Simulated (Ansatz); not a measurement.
## ZnSe (Stilleite): how G0W0 depends on its starting point

One-shot GW is not self-consistent; how far does the start matter for ZnSe (Stilleite)?

Calculated with Ansatz 0.2.0; G0W0 on several functionals, plane waves, PAW.

In doubt: masses and optical values from hybrid runs of this build are listed as unsure (steps 3, 4), which bears on the screening that GW takes from such a start.

## Step 1: The starting structure

Symmetry: F-43m, No. 216, cubic system. Conventional cell: a = 5.668 Å, b = 5.668 Å, c = 5.668 Å, α = 90.00°, β = 90.00°, γ = 90.00°. Nearest to Zn lie 4 Se at 2.45 Å. Se has 4 Zn at 2.45 Å nearest. Farther neighbours and most contacts between anions are not listed.

The cell and positions come from the Crystallography Open Database and are kept as given unless a step says otherwise. The default PAW set here is soft_2. Its files were made with PBE.

## Step 2: G0W0 on PBE

G0W0 replaces the xc potential by the self-energy, built once from these orbitals. Only a window of levels is corrected, while the sums run over the empty bands that the input names.

This step: G0W0 on PBE, plane waves, PAW.

input.yaml

```yaml
crystal:
  lattice:
    - [0.0, 2.8338, 2.8338]
    - [2.8338, 0.0, 2.8338]
    - [2.8338, 2.8338, 0.0]
  atoms:
    - { symbol: Zn, position: [0.0, 0.0, 0.0] }
    - { symbol: Se, position: [0.25, 0.25, 0.25] }
kpoints:
  mp_grid: { grid: [6, 6, 6] }
hamiltonian:
  xc: pbe
scf:
  occupations: { method: fixed }
gw:
  n_empty_bands: 135
  ecut_chi: 120
  qp_bands: [v2, c2]
  qp_kpoints: band_edges
  screening: { model: contour_deformation }
```

Started as:

```console
$ ansatz run input.yaml --threads 3 --pin off --max-ram 92160MiB --backend cuda --events-out ev --progress --plain --runs-dir out --devices 1 --max-vram 13GiB
```

Numbers of over 12 decimals in the logs are rounded to 6 here.

Output:

```text
GPUs: using 1 of 1 available (devices: 1).
Engine: ansatz 0.2.0, x86_64-unknown-linux-gnu
Pseudopotentials: kind: paw
Pseudopotential: Zn, paw, valence charge 12, recommended cutoff 420 eV (normal), Zn.paw.azcp
Pseudopotential: Se, paw, valence charge 16, recommended cutoff 420 eV (normal), Se.paw.azcp
Functional definition: PBE
  parameter kappa = 0.804
  parameter beta = 0.066725
  exchange = pbe_x(kappa = kappa, mu = beta*pi^2/3)
  correlation = pbe_c(beta = beta)
device memory: the entry about to start is reckoned to put 0.5 GiB on a device that reports 34.8 GiB free (of which the cap on the GPU budget leaves the run 13.0 GiB)
GPU FFT provider: cuFFT
GPU libraries: cuBLAS 13.8.2, cuFFT 12.4.0, cuSOLVER 12.3.4
Crystal: 2 atoms, lattice volume = 45.513 Å³
Basis set: ecut = 420 eV, 893 PW (Γ)
Bands: 18, of which v1, the nominal top of the filled ones, is band 14 counted from 1 (13 counted from 0)
Symmetry: 24 space group operations
Space group: F-43m (ITA 216), of the structure as read, at distance tolerance 3.6e-5 Å
k-points: 16 of 216 (time reversal used)
Non-local potential: Zn, projectors of the file, l = 0: 2, l = 1: 2, l = 2: 3, l = 3: 1
Non-local potential: Se, projectors of the file, l = 0: 2, l = 1: 2, l = 2: 3, l = 3: 1
PAW form: soft (Blöchl's): semilocal exchange-correlation on the pseudo side does not see the compensation charge
PAW one-centre angular grid: Zn, 590 points (default); XC on 64 Gauss nodes
PAW one-centre angular grid: Se, 590 points (default); XC on 64 Gauss nodes
Initial density: superposition of atomic densities (neutral atoms: chi_scale 0, normalization atom), corrected by the library's trained network
Initial wavefunctions: pseudopotential atomic-orbital guess
GPU buffer pool allocated for 19683 grid points (all kernels)
GPU transforms: local potential and band sums: pruned to the plane-wave sphere, on 25×27×27
Functional: x = pbe(κ = 0.804, μ = 0.219515), c = pbe(β = 0.066725)
SCF iter   1: F=—  HF=-8789.521160 eV  |F-HF|=—  |Δ(HF+E_count)|=         —  Δρ=6.61e-4  dr2=2.74e-4  ethr=1.77e-3  ⟨swp⟩=5.0  Hψ=1330  notcnv=0  defer=28
preconditioner: auto → none  [insulator: Δε(μ)=1.281 eV  Ē_g=11.918 eV  n_scr=14 (ndim 8)  ℏωp=23.4 eV  f_vac=0.121  ε∞_Penn≈4.8]
SCF iter   2: F=—  HF=-8789.521086 eV  |F-HF|=—  |Δ(HF+E_count)|=   7.45e-5  Δρ=3.19e-4  dr2=2.41e-5  ethr=9.80e-7  ⟨swp⟩=2.0  Hψ=675  notcnv=0  defer=28
SCF iter   3: F=—  HF=-8789.521103 eV  |F-HF|=—  |Δ(HF+E_count)|=   1.74e-5  Δρ=1.41e-4  dr2=4.25e-6  ethr=8.60e-8  ⟨swp⟩=2.3  Hψ=460  notcnv=0  defer=26
SCF iter   4: F=—  HF=-8789.521106 eV  |F-HF|=—  |Δ(HF+E_count)|=   2.82e-6  Δρ=6.74e-5  dr2=7.16e-7  ethr=1.52e-8  ⟨swp⟩=2.0  Hψ=416  notcnv=0  defer=28
SCF iter   5: F=—  HF=-8789.521109 eV  |F-HF|=—  |Δ(HF+E_count)|=   2.99e-6  Δρ=1.76e-5  dr2=1.49e-7  ethr=2.56e-9  ⟨swp⟩=2.0  Hψ=512  notcnv=0  defer=29
SCF iter   6: F=-8789.521109 eV  HF=-8789.521109 eV  |F-HF|=9.11e-9  |Δ(HF+E_count)|=   1.41e-7  Δρ=3.65e-6  dr2=4.14e-9  ethr=3.57e-10  ⟨swp⟩=5.4  Hψ=1034  notcnv=0
SCF 1 converged in 6 iterations: F = -8789.521109 eV  dr2 = 4.14e-9
  greatest PAW one-centre occupation: 1.000 electrons in one spin orbital (limit 2), on the Se atom at site 1 (counted from 0), in its partial waves of l = 2
device memory: the entry about to start is reckoned to put 0.6 GiB on a device that reports 34.8 GiB free (of which the cap on the GPU budget leaves the run 13.0 GiB)
NSCF: frozen V_eff on 16 k-points, pencils in batches of 32, up to order 72
the band table was solved once the SCF had ended and its energy, with any forces and stress, was formed, with the checks that follow a solve (1374 applications of the Hamiltonian). They found nothing against the state; the energy, forces and stress were not computed again (output.eigenvalues in the input reference)
device memory: the entry about to start is reckoned to put 2.5 GiB on a device that reports 34.7 GiB free (of which the cap on the GPU budget leaves the run 13.0 GiB)
NSCF: frozen V_eff on 16 k-points
G₀W₀ screening: q 1/16
[... further progress lines ...]
device memory: the entry about to start is reckoned to put 0.3 GiB on a device that reports 35.4 GiB free (of which the cap on the GPU budget leaves the run 13.0 GiB)
NSCF: frozen V_eff on 1 k-points
device memory: the entry about to start is reckoned to put 0.3 GiB on a device that reports 35.4 GiB free (of which the cap on the GPU budget leaves the run 13.0 GiB)
NSCF: frozen V_eff on 1 k-points
SCF converged after 6 iterations
Free energy (F): -8789.521109 eV
Harris-Foulkes:  -8789.521109 eV  (|F-HF|=9.11e-9)
Internal energy: -8789.521109 eV  (E = F + TS)
E sigma→0 (E₀):  -8789.521109 eV
Fermi energy:    6.781841 eV
--- Per-component energies (eV) ---
  E_band       = -381.336828
  E_kinetic    = 250.174479
  E_local      = -4391.044420  (includes V_loc(G=0)·N_el)
  E_nonlocal   = 18.364315
  E_hartree    = 2034.796132
  E_xc         = -241.519281
  E_vxc        = -150.313914  (∫ρ·V_xc dr)
  E_paw        = -3739.348598  (= ΣΔE_a)
  E_vpaw       = -178.107861  (= ΣTr[D̂ρ^β])
  E_aug_tail   = -0.000889  (compensation charges beyond the density's cutoff)
  E_ewald      = -2720.942845
  E_smearing   = -0.000000  (= −TS)
  E_closure    = -0.000000  (closes the sum)
  Σ components = -8789.521109   (vs F -8789.521109, Δ=0.00e0)
--- Band table (eV; the first three rows and the last of 16) ---
  k-point 0: bands = [... 10 lower, 0.6109, 6.7818, 6.7818, 6.7818, 8.0685, 12.5901, 12.5901, 12.5901]
  k-point 1: bands = [... 10 lower, 0.6091, 4.8772, 6.5293, 6.5293, 9.3310, 12.6562, 12.9923, 12.9923]
  k-point 2: bands = [... 10 lower, 0.6173, 2.7261, 6.1016, 6.1016, 9.4620, 13.2644, 13.2644, 14.3490]
  k-point 15: bands = [... 10 lower, 0.8813, 2.0780, 4.1580, 4.2294, 11.2516, 11.5899, 15.0497, 15.3872]
--- G₀W₀: contour deformation, 7 samples at zero and on the imaginary axis and 3 off it, 216 q-points, 135 empty bands' worth ---
  eigenvalues of the whole cell's RPA ε∞ on this k-mesh (on a slab, of 1 + 4πα/V) = 8.5194, 8.5194, 8.5194; static W/v taken at q = 0 is 0.117380
  bands read: the sum over 149 bands ends inside a degenerate multiplet in 4 slots, whose members it reads at an even weight; the widest, k=0: bands 148 to 150 (counted from 1) at 2/3 each
  gw.qp_kpoints: band_edges: 9 of 16 stored k-points solved, in 1 pass; an edge of the gap read off the rows below is read off those points alone
    valence top: of the k-points left out ik 7 came nearest to being solved in a further pass, in band 14 (counted from 1, as in the quasiparticle table): it holds the edge there only if its correction is more favourable than any solved in that band by at least 0.899 eV; those differ by 0.093 eV
    conduction bottom: of the k-points left out ik 10 came nearest to being solved in a further pass, in band 15 (counted from 1, as in the quasiparticle table): it holds the edge there only if its correction is more favourable than any solved in that band by at least 1.861 eV; those differ by 0.407 eV
    ik  band        ε_KS         Σx   Σc(E_QP)       V_xc       Z   E_QP_lin       E_QP  E_QP is
     0    13      6.7818   -21.7965     2.1507   -18.8736  0.7640     5.9914     6.0097  root
     0    14      6.7818   -21.7965     2.1507   -18.8736  0.7640     5.9914     6.0097  root
     0    15      8.0685    -9.7759    -3.7058   -13.7972  0.7922     8.3860     8.3841  root
     0    16     12.5901    -6.9764    -4.4061   -11.6525  0.7736    12.8617    12.8600  root
     1    13      6.5293   -21.3417     2.1877   -18.3668  0.7625     5.7225     5.7421  root
     1    14      6.5293   -21.3417     2.1877   -18.3668  0.7625     5.7225     5.7421  root
     1    15      9.3310    -9.9834    -3.7756   -14.0644  0.7849     9.6383     9.6363  root
     1    16     12.6562    -7.6830    -4.3754   -12.2972  0.7709    12.8966    12.8951  root
     2    13      6.1016   -20.6532     2.2698   -17.5721  0.7596     5.2683     5.2903  root
     2    14      6.1016   -20.6532     2.2698   -17.5721  0.7596     5.2683     5.2903  root
     2    15      9.4620    -8.8709    -3.9450   -13.1327  0.7876     9.7810     9.7789  root
     2    16     13.2644    -7.1876    -4.4940   -11.9315  0.7650    13.5159    13.5143  root
     3    13      5.9139   -20.3421     2.3023   -17.2197  0.7582     5.0708     5.0938  root
     3    14      5.9139   -20.3421     2.3023   -17.2197  0.7582     5.0708     5.0938  root
     3    15      9.3251    -8.9261    -3.8925   -13.1236  0.7887     9.6320     9.6300  root
     3    16     13.1699    -7.1737    -4.4015   -11.7989  0.7674    13.3950    13.3936  root
     4    13      6.0934   -20.6894     2.2714   -17.6050  0.7595     5.2582     5.2804  root
     4    14      6.0934   -20.6894     2.2714   -17.6050  0.7595     5.2582     5.2804  root
     4    15     10.0599   -10.8597    -3.8381   -15.0252  0.7777    10.3897    10.3873  root
     4    16     11.4599    -6.6800    -4.1478   -11.0167  0.7843    11.6497    11.6488  root
     6    13      4.8868   -19.6691     2.5395   -16.2782  0.7485     4.0069     4.0354  root
     6    14      5.5306   -19.8161     2.3832   -16.5937  0.7548     4.6661     4.6914  root
     6    15     10.4266    -9.2281    -4.0268   -13.5674  0.7812    10.7414    10.7391  root
     6    16     12.5496    -7.2305    -4.3082   -11.7190  0.7709    12.7307    12.7299  root
[...]
9    13      5.0428   -19.1872     2.5006   -15.8279  0.7495     4.1555     4.1843  root
     9    14      5.0428   -19.1872     2.5006   -15.8279  0.7495     4.1555     4.1843  root
     9    15     10.2061    -7.0174    -3.7882   -10.8995  0.7924    10.3002    10.2999  root
     9    16     10.6989    -8.9352    -4.0070   -13.1932  0.7802    10.9512    10.9498  root
    12    13      4.5963   -18.3312     2.5549   -14.9114  0.7447     3.7012     3.7315  root
    12    14      4.5963   -18.3312     2.5549   -14.9114  0.7447     3.7012     3.7315  root
    12    15      9.7689    -7.0735    -3.5810   -10.6427  0.7958     9.7571     9.7571  root
    12    16     10.2461    -8.9882    -3.8296   -13.0504  0.7852    10.4799    10.4788  root
```

The job ended after 19 s (1 × NVIDIA H100 80GB HBM3 (shared by 6 runs) with 3 threads of AMD EPYC 7R13 (Zen 3), shared host; peak memory 1.1 GiB).

In the SCF lines HF is the Harris–Foulkes energy and dr2 the Hartree energy of the density residual, in eV; the loop may stop once dr2 is under the threshold and the program's other checks hold. Hψ counts applications of the Hamiltonian.

Numbers from this step:

| Quantity | Value |
| --- | --- |
| bands summed | 149 |
| RPA ε∞ on this mesh (eigenvalues) | 8.519, 8.519, 8.519 |
| plane waves in the screening matrix | 137 |
| q-points in the mesh | 216 |
| G0W0 gap on the mesh | 2.374 eV |
| k of the valence top | 0, 0, 0 |
| k of the conduction bottom | 0, 0, 0 |
| starting gap on the mesh | 1.287 eV |
| Z at the valence top | 0.7640 |
| Z at the conduction bottom | 0.7922 |
| least direct G0W0 gap on the computed points | 2.374 eV |

The gap on the mesh goes from 1.29 eV to 2.37 eV, a correction of +1.09 eV. Between the two edge states, bare exchange in place of the xc potential would open the gap by 6.94 eV, and correlation takes back 5.86 eV.

## Step 3: G0W0 on HSE06

One-shot GW remembers its start. Another functional's orbitals and levels show by how much.

This step: G0W0 on HSE06, plane waves, PAW.

input.yaml: that of step 2 with these lines changed.

```diff
@@ -11,3 +11,3 @@
 hamiltonian:
-  xc: pbe
+  xc: hse06
 scf:
```

Output:

```text
GPUs: using 1 of 1 available (devices: 1).
[...]
davidson cushion auto → on  (no smearing: the cushion is to keep the highest requested band from converging to the state above it; pin scf.eigensolver.cushion to override)
[...]
GPU FFT provider: cuFFT
GPU libraries: cuBLAS 13.8.2, cuFFT 12.4.0, cuSOLVER 12.3.4
Crystal: 2 atoms, lattice volume = 45.513 Å³
Basis set: ecut = 420 eV, 893 PW (Γ)
Bands: 18, of which v1, the nominal top of the filled ones, is band 14 counted from 1 (13 counted from 0)
[... 1 set-up line as in the run before ...]
[...]
k-points: 16 of 216 (time reversal used)
[...]
GPU buffer pool allocated for 19683 grid points (all kernels)
[...]
SCF iter   1: F=—  HF=-8789.523176 eV  |F-HF|=—  |Δ(HF+E_count)|=         —  Δρ=1.62e-3  dr2=1.23e-3  ethr=1.77e-3  ⟨swp⟩=8.2  Hψ=1336  notcnv=0
[...]
SCF iter   3: F=-8789.522688 eV  HF=-8789.522674 eV  |F-HF|=1.47e-5  |Δ(HF+E_count)|=   2.35e-4  Δρ=1.51e-4  dr2=5.11e-6  ethr=1.82e-8  ⟨swp⟩=3.1  Hψ=1552  notcnv=0
SCF 1 stopped early in 3 iterations: F = -8789.522688 eV  dr2 = 5.11e-6
[...]
GPU FFT provider: cuFFT
GPU libraries: cuBLAS 13.8.2, cuFFT 12.4.0, cuSOLVER 12.3.4
[...]
GPU buffer pool allocated for 19683 grid points (all kernels)
[...]
Free energy (F): -8791.175919 eV
Frozen-core exchange: fock
[...]
Internal energy: -8791.175919 eV  (E = F + TS)
E sigma→0 (E₀):  -8791.175919 eV
Fermi energy:    6.135162 eV
[...]
--- Band table (eV; the first three rows and the last of 16) ---
  k-point 0: bands = [... 10 lower, -1.7848, 6.1352, 6.1352, 6.1352, 8.5506, 13.0848]
  k-point 1: bands = [... 10 lower, -1.7865, 4.1888, 5.8715, 5.8715, 9.7932, 13.1360]
  k-point 2: bands = [... 10 lower, -1.7806, 1.7709, 5.4203, 5.4203, 9.9386, 13.7605]
  k-point 15: bands = [... 10 lower, -1.4693, 1.1512, 3.3060, 3.4646, 11.5359, 12.1203]
  guard bands above this table: 2 of the run's 18 bands. The solve was not asked for them (output.publish_guard_bands: true or output.eigenvalues: true publishes all)
[...]
0    13      6.1352   -20.8274     1.7937   -18.6714  0.7999     5.7716     5.7729  root
     0    14      6.1352   -20.8274     1.7937   -18.6714  0.7999     5.7716     5.7729  root
     0    15      8.5506    -9.1752    -3.6536   -12.9943  0.8247     8.7164     8.7161  root
     0    16     13.0848    -6.7427    -4.1301   -10.9884  0.8096    13.2007    13.2005  root
     1    13      5.8715   -20.4269     1.8230   -18.2303  0.7986     5.4964     5.4978  root
     1    14      5.8715   -20.4269     1.8230   -18.2303  0.7986     5.4964     5.4978  root
     1    15      9.7932    -9.2786    -3.7311   -13.1851  0.8188     9.9689     9.9686  root
     1    16     13.1360    -7.3494    -4.1320   -11.5732  0.8061    13.2278    13.2277  root
[...]
12    13      3.8250   -17.8435     2.1418   -15.2763  0.7838     3.3971     3.3996  root
    12    14      3.8250   -17.8435     2.1418   -15.2763  0.7838     3.3971     3.3996  root
    12    15      9.9815    -6.5174    -3.4585    -9.9528  0.8279     9.9584     9.9584  root
    12    16     10.6297    -8.2403    -3.6833   -12.0637  0.8198    10.7700    10.7698  root
```

Run time: 38 s. Hardware: 1 × NVIDIA H100 80GB HBM3 (shared by 6 runs) with 3 threads; peak memory 1.4 GiB.

Numbers from this step:

```yaml
bands_summed: 149
rpa_eps_infinity_on_this_mesh_eigenvalues: 5.502, 5.502, 5.502
plane_waves_in_the_screening_matrix: 137
q_points_in_the_mesh: 216
g0w0_gap_on_the_mesh: 2.943 eV
k_of_the_valence_top: 0, 0, 0
k_of_the_conduction_bottom: 0, 0, 0
starting_gap_on_the_mesh: 2.415 eV
z_at_the_valence_top: 0.7999
z_at_the_conduction_bottom: 0.8247
least_direct_g0w0_gap_on_the_computed_points: 2.943 eV
```

Against the run with 6×6×6 mesh, 135 empty bands, screening to 120 eV on PBE, the gap moves by +0.57 eV, while the start moved by +1.13 eV.

## Step 4: G0W0 on PBE0

This step: G0W0 on PBE0, plane waves, PAW.

input.yaml: that of step 3 with these lines changed.

```diff
@@ -11,3 +11,3 @@
 hamiltonian:
-  xc: hse06
+  xc: pbe0
 scf:
```

Output:

```text
GPUs: using 1 of 1 available (devices: 1).
[...]
GPU FFT provider: cuFFT
GPU libraries: cuBLAS 13.8.2, cuFFT 12.4.0, cuSOLVER 12.3.4
Crystal: 2 atoms, lattice volume = 45.513 Å³
Basis set: ecut = 420 eV, 893 PW (Γ)
Bands: 18, of which v1, the nominal top of the filled ones, is band 14 counted from 1 (13 counted from 0)
[... 1 set-up line as in the run before ...]
[...]
k-points: 16 of 216 (time reversal used)
[...]
1    15     10.0995    -9.2525    -3.6526   -12.8625  0.8305    10.0569    10.0569  root
     1    16     13.4887    -7.3363    -4.0154   -11.2064  0.8196    13.3436    13.3434  root
[...]
12    13      3.4375   -17.8419     2.0175   -15.6553  0.7987     3.2681     3.2684  root
    12    14      3.4375   -17.8419     2.0175   -15.6553  0.7987     3.2681     3.2684  root
    12    15     10.3005    -6.5155    -3.3674    -9.6295  0.8390    10.0476    10.0471  root
    12    16     10.9674    -8.2177    -3.5881   -11.7010  0.8314    10.8626    10.8625  root
[key lines of the parts left out:]
Free energy (F): -8791.180932 eV
Fermi energy:    5.787176 eV
```

Run time: 48 s. Hardware: 1 × NVIDIA H100 80GB HBM3 (shared by 6 runs) with 3 threads; peak memory 1.3 GiB; 62 s of CPU time.

This step gave:

| Item | Value |
| --- | --- |
| bands summed | 149 |
| RPA ε∞ on this mesh (eigenvalues) | 4.965, 4.965, 4.965 |
| plane waves in the screening matrix | 137 |
| G0W0 gap on the mesh | 3.127 eV |
| k of the valence top | 0, 0, 0 |
| k of the conduction bottom | 0, 0, 0 |
| starting gap on the mesh | 3.039 eV |
| least direct G0W0 gap on the computed points | 3.127 eV |

Against the run with 6×6×6 mesh, 135 empty bands, screening to 120 eV on HSE06, the gap moves by +0.18 eV, while the start moved by +0.62 eV.

## Step 5: Side by side

All on the 6×6×6 mesh with 135 empty bands and screening to 120 eV. Times are wall times on 1 × NVIDIA H100 80GB HBM3 (shared by 6 runs) with 3 threads of AMD EPYC 7R13 (Zen 3), shared host, good to a factor of about two.

```csv
start,starting gap (eV),shift (eV),G0W0 gap (eV),RPA ε∞ (harmonic mean),"Z (valence, conduction)",time
PBE,1.29,+1.09,2.37,8.52,"0.76, 0.79",19 s
HSE06,2.42,+0.53,2.94,5.50,"0.80, 0.82",38 s
PBE0,3.04,+0.09,3.13,4.97,"0.81, 0.84",48 s
```

How the two edges are built up, in eV (the quasiparticle level is the starting level plus Σx plus Σc less Vxc):

```csv
run,edge,start,Σx,Σc,Vxc,Z,QP
PBE,valence top,6.78,-21.80,2.15,-18.87,0.76,6.01
PBE,conduction bottom,8.07,-9.78,-3.71,-13.80,0.79,8.38
HSE06,valence top,6.14,-20.83,1.79,-18.67,0.80,5.77
HSE06,conduction bottom,8.55,-9.18,-3.65,-12.99,0.82,8.72
PBE0,valence top,5.79,-20.83,1.71,-19.01,0.81,5.67
PBE0,conduction bottom,8.83,-9.17,-3.58,-12.72,0.84,8.80
```

For a hybrid start, Vxc holds its share of exact exchange.

## Step 6: Results

```json
{
 "G0W0@PBE": "2.37 eV (start 1.29 eV)",
 "G0W0@HSE06": "2.94 eV (start 2.42 eV)",
 "G0W0@PBE0": "3.13 eV (start 3.04 eV)",
 "known limits": "not at the basis limit; no spin-orbit coupling"
}
```

What this shows: The starting gaps span 1.75 eV and the G0W0 gaps 0.75 eV. Between PBE and PBE0, 0.75 eV of the 1.75 eV survives, 43 %. PBE0 screens less than PBE (ε∞ 4.97 against 8.52). Of the 0.75 eV by which its G0W0 gap is higher, the correlation part gives +0.57 eV, and exchange with the one-particle terms, which follow the orbitals, +0.18 eV. The smallest correction, +0.09 eV, is on PBE0, the start nearest to reproducing itself. Bands and cutoff are finite, so the gap is not at the basis limit. The miss can reach some tenths of an eV and take either sign; the mesh is an error of its own. The many-body steps are scalar-relativistic: spin-orbit coupling is not in them.

[Paths, hosts, dates, memory and timing lines, banners, echoed tables and standing remarks are left out of the program output.]

[Logs are printed without paths, hosts, clocks, repeated set-up lines and the standing remarks that a program may print on its own settings, such as how far it seeks lower states.]

[Runs of the session that timed out or met a known fault of the program may be left out.]

[Cells called generated may have been cut or substituted from an entry of the Crystallography Open Database or the Materials Project.]

[Hosts, paths, dates, database ids (printed as entryN), source tags and the programs' standing remarks are cut or masked in the printed files.]
